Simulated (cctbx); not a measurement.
# Accept or mend?

Cell a = 4.5980 Å, b = 6.9700 Å, c = 9.2610 Å, α = 90.00°, β = 90.25°, γ = 90.00°; space group P2_1/c (no. 14). The compound is B2WO5.

Simulated single-crystal data (cctbx): Cu Kα, λ = 1.54184 Å, to d = 0.83 Å, 50 % of the full sphere, strongest reflection 40000 counts, noise from counting, a 3 % proportional error and a noise floor of 4 counts (s.d.); no absorption.

An anisotropic refinement with weights 1/σ² prints:

```text
Rint 0.021, 504 unique reflections to 0.83 A
cycle     R1     wR2    GooF  max shift (A)
   1  0.0629  0.1762   6.371   0.09533
   5  0.0563  0.1478   5.345   0.00039
final R1 0.0563 wR2 0.1478 GooF 5.345  parameters 63  data/parameter 8.0
atom        x        y        z      Ueq    occ   su(xyz)  su(Uiso or U11)
W1     0.98620  0.39052  0.82372   0.0110  1.000  0.00016  0.0006
O1     0.22682  0.39585  0.02838   0.0392  1.000  0.00435  0.0099
O2     0.21955  0.41707  0.32587   0.0350  1.000  0.00408  0.0092
O3     0.63718  0.22280  0.94296   0.0276  1.000  0.00335  0.0084
O4     0.68768  0.34186  0.19622   0.0346  1.000  0.00387  0.0089
B1     0.44860  0.23153  0.58222   0.0454  1.000  0.00774  0.0233
B2     0.47405  0.91560  0.16137   0.0402  1.000  0.00840  0.0193
difference map: max 12.16 min -1.51 rms 0.74
Q1    0.3273  0.1113  0.1512    4   12.32  1.39 A from B1
Q2    0.9818  0.1185  0.3266    4    3.36  0.07 A from W1
Q3    0.4578  0.7160  0.9275    4    1.67  0.45 A from B1
Q4    0.3013  0.0827  0.5392    4    1.66  0.39 A from O1
Q5    0.3322  0.7198  0.5249    4    1.15  0.33 A from O3
Q6    0.4933  0.0508  0.0625    4    0.96  1.32 A from B2
```

Q: Accept it or mend it, and why?

Mend it. The fault: an atom left out, O at (0.6715, 0.6096, 0.3484). Against the right model at the same level, R1 goes from 0.0111 to 0.0563 and GooF from 0.99 to 5.34 and the top difference peak, 12.3 e/Å³, lies 1.39 Å from B1. Q1 is the missing atom. With scattering power missing, scale and phases suffer, so peaks may also grow on the heavy atoms.

The compound is B2WO5. The right model at the same level gives:

```text
Rint 0.021, 504 unique reflections to 0.83 A
cycle     R1     wR2    GooF  max shift (A)
   1  0.0277  0.0857   3.131   0.02520
   3  0.0111  0.0272   0.993   0.00019
final R1 0.0111 wR2 0.0272 GooF 0.993  parameters 72  data/parameter 7.0
atom        x        y        z      Ueq    occ   su(xyz)  su(Uiso or U11)
W1     0.98608  0.39046  0.82379   0.0125  1.000  0.00003  0.0001
O1     0.23371  0.39980  0.03027   0.0393  1.000  0.00087  0.0021
O2     0.21743  0.41877  0.32514   0.0350  1.000  0.00070  0.0016
O3     0.64121  0.22288  0.94335   0.0291  1.000  0.00061  0.0014
O4     0.69370  0.34271  0.19603   0.0334  1.000  0.00069  0.0016
O5     0.67197  0.61023  0.34868   0.0347  1.000  0.00073  0.0017
B1     0.47499  0.22961  0.57874   0.0411  1.000  0.00132  0.0039
B2     0.46437  0.91112  0.16413   0.0452  1.000  0.00153  0.0030
difference map: max 0.55 min -0.52 rms 0.14
Q1    0.3977  0.1053  0.3541    4    0.57  1.80 A from O1
Q2    0.0704  0.6056  0.0892    4    0.52  0.85 A from W1
Q3    0.3045  0.2276  0.2788    4    0.47  1.44 A from O5
Q4    0.4987  0.2236  0.3402    4    0.47  1.22 A from O3
Q5    0.1573  0.6492  0.5817    4    0.45  1.09 A from O3
Q6    0.2171  0.6167  0.4480    4    0.45  1.41 A from O3
```

The model was made for the exercise: a known structure type with other elements put in, its volume estimated, not relaxed; displacement parameters are assumed.

[Middle refinement cycles are left out of these outputs.]

[Logs are printed without paths, hosts, clocks, repeated set-up lines and the standing remarks that a program may print on its own settings, such as how far it seeks lower states.]
